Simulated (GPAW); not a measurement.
Consider Ti on a S site (antisite) in TiS.

```xyz
16
Lattice="0.0000 0.0000 -6.4341 -3.2672 -5.6589 0.0000 -6.5343 0.0000 0.0000" Properties=species:S:1:pos:R:3 pbc="T T T"
Ti   -8.1212   -4.5876   -0.0985
Ti   -4.9076   -4.7060   -6.4273
Ti   -8.1189   -4.5880   -3.1236
Ti   -6.6287   -1.9771   -0.0974
Ti   -4.9111   -4.7062   -3.2272
Ti   -3.3678   -1.8304   -6.4174
Ti   -6.6282   -1.9768   -3.1238
Ti   -3.3674   -1.8299   -3.2375
Ti   -5.8368   -0.3941   -4.8265
S    -6.5501   -5.6039   -4.8291
S    -3.2866   -5.6419   -1.6121
S    -1.7044   -2.7919   -4.8276
S    -6.5242   -5.6169   -1.6080
S    -4.9663   -2.8368   -4.8277
S    -1.8062   -2.7301   -1.6107
S    -4.9395   -2.8520   -1.6102
```

Absorber: atom 6, with 1 S at 2.43 Å, 2 S at 2.47 Å, 2 S at 2.48 Å and 1 S at 2.49 Å (distorted trigonal prismatic; 3.3 Å from the defect atom). Method: GPAW, LDA, excited-electron core hole (neutral cell), 16-atom cell with 6.4 Å between holes, 3×3×3 k points, dipole transitions, Gaussian full width 0.94 eV up to 4 eV, rising linearly to 3.5 eV at 25 eV.

Predict the near-edge structure at the Ti K edge.

Main maxima up to 27 eV above the zero (height): 2.5 eV (0.39), 7.5 eV (1.74), 9.9 eV (1.83) and 19.4 eV (1.46). A K edge sees empty p states. The first eV above the zero hold little dipole weight, as the lowest empty bands are of d character; the main edge, of 4p character, rises through 0.6 near 5 eV above the zero. The total-energy difference is 4970.17 eV. One term is added: -22.68 eV, since the hole is spin-paired here and a spin-polarised one costs that much less in the free atom (computed apart). The photon energy is then 4947.49 eV. The tabulated edge of the element is 4966 eV. The functional leaves an error in such absolute values: in the free atom LDA prices this hole 13.2 eV below PBE (computed apart), and PBE is itself good to a few eV.

The Ti K spectrum (energy from the lowest empty level; intensity scaled to a mean of 1 over the first 20 eV):

```tsv
E (eV)	isotropic	ε ∥ x	ε ∥ y	ε ∥ z
-2.0	0.00	0.00	0.00	0.00
-1.5	0.00	0.00	0.00	0.00
-1.0	0.00	0.00	0.00	0.00
-0.5	0.02	0.02	0.02	0.01
0.0	0.08	0.09	0.10	0.04
0.5	0.15	0.18	0.17	0.09
1.0	0.18	0.20	0.19	0.15
1.5	0.24	0.25	0.23	0.25
2.0	0.35	0.36	0.33	0.35
2.5	0.39	0.37	0.37	0.41
3.0	0.36	0.32	0.37	0.37
3.5	0.28	0.29	0.32	0.22
4.0	0.26	0.33	0.30	0.14
4.5	0.36	0.48	0.42	0.18
5.0	0.49	0.57	0.54	0.35
5.5	0.66	0.71	0.70	0.55
6.0	0.96	1.03	1.01	0.83
6.5	1.34	1.33	1.37	1.34
7.0	1.65	1.55	1.61	1.79
7.5	1.74	1.70	1.69	1.83
8.0	1.69	1.72	1.68	1.65
8.5	1.63	1.68	1.64	1.56
9.0	1.66	1.70	1.65	1.64
9.5	1.78	1.74	1.73	1.88
10.0	1.82	1.70	1.73	2.04
10.5	1.70	1.56	1.59	1.95
11.0	1.52	1.43	1.45	1.69
11.5	1.40	1.39	1.38	1.42
12.0	1.25	1.32	1.30	1.13
12.5	1.04	1.15	1.13	0.84
13.0	0.82	0.94	0.91	0.62
13.5	0.69	0.79	0.75	0.54
14.0	0.64	0.71	0.66	0.56
14.5	0.65	0.69	0.64	0.63
15.0	0.71	0.72	0.68	0.72
15.5	0.79	0.80	0.78	0.81
16.0	0.90	0.91	0.92	0.89
16.5	1.03	1.04	1.07	0.97
17.0	1.15	1.17	1.21	1.07
17.5	1.26	1.28	1.32	1.16
18.0	1.34	1.37	1.41	1.25
18.5	1.41	1.44	1.46	1.33
19.0	1.45	1.47	1.50	1.38
19.5	1.46	1.46	1.50	1.42
20.0	1.44	1.41	1.46	1.43
20.5	1.39	1.34	1.40	1.44
21.0	1.33	1.25	1.31	1.44
21.5	1.28	1.17	1.23	1.44
22.0	1.25	1.12	1.16	1.46
22.5	1.23	1.09	1.13	1.49
23.0	1.24	1.09	1.11	1.50
23.5	1.24	1.11	1.11	1.51
24.0	1.25	1.13	1.12	1.49
24.5	1.25	1.16	1.13	1.45
25.0	1.24	1.18	1.15	1.40
25.5	1.23	1.21	1.16	1.33
26.0	1.22	1.23	1.18	1.25
26.5	1.21	1.25	1.21	1.18
27.0	1.21	1.28	1.23	1.13
27.5	1.22	1.30	1.26	1.10
```

The cell shows no gap over 0.35 eV; the host's own band filling, the defect's levels or the functional may be the cause. Quadrupole 1s→3d transitions, which feed the pre-edge, are not in the dipole spectrum. In so small a cell the defects form an ordered array, and no site is far from one. The holes are only 6.4 Å apart, so the shape is probably not converged with cell size; no larger cell was run here. The mesh is coarse (0.37 Å⁻¹ between points), so small maxima may be mesh ripples. Lifetime broadening is put in by hand, and intensities beyond about 20 eV depend on it and on the partial waves.

[Banner, clock and machine lines of the logs are left out without a mark of their own.]

[Logs are printed without paths, hosts, clocks, repeated set-up lines and the standing remarks that a program may print on its own settings, such as how far it seeks lower states.]

[Hosts, paths, dates, database ids (printed as entryN), source tags and the programs' standing remarks are cut or masked in the printed files.]

[Lists of maxima count a maximum above −3 eV only where it reaches 4 % of the highest in the window and stands out from its surroundings by 2 % of it (1.5 % where it reaches 55 %); shoulders and weaker maxima are passed over, and of the rest the first, up to two pre-edge ones and the few strongest are named.]
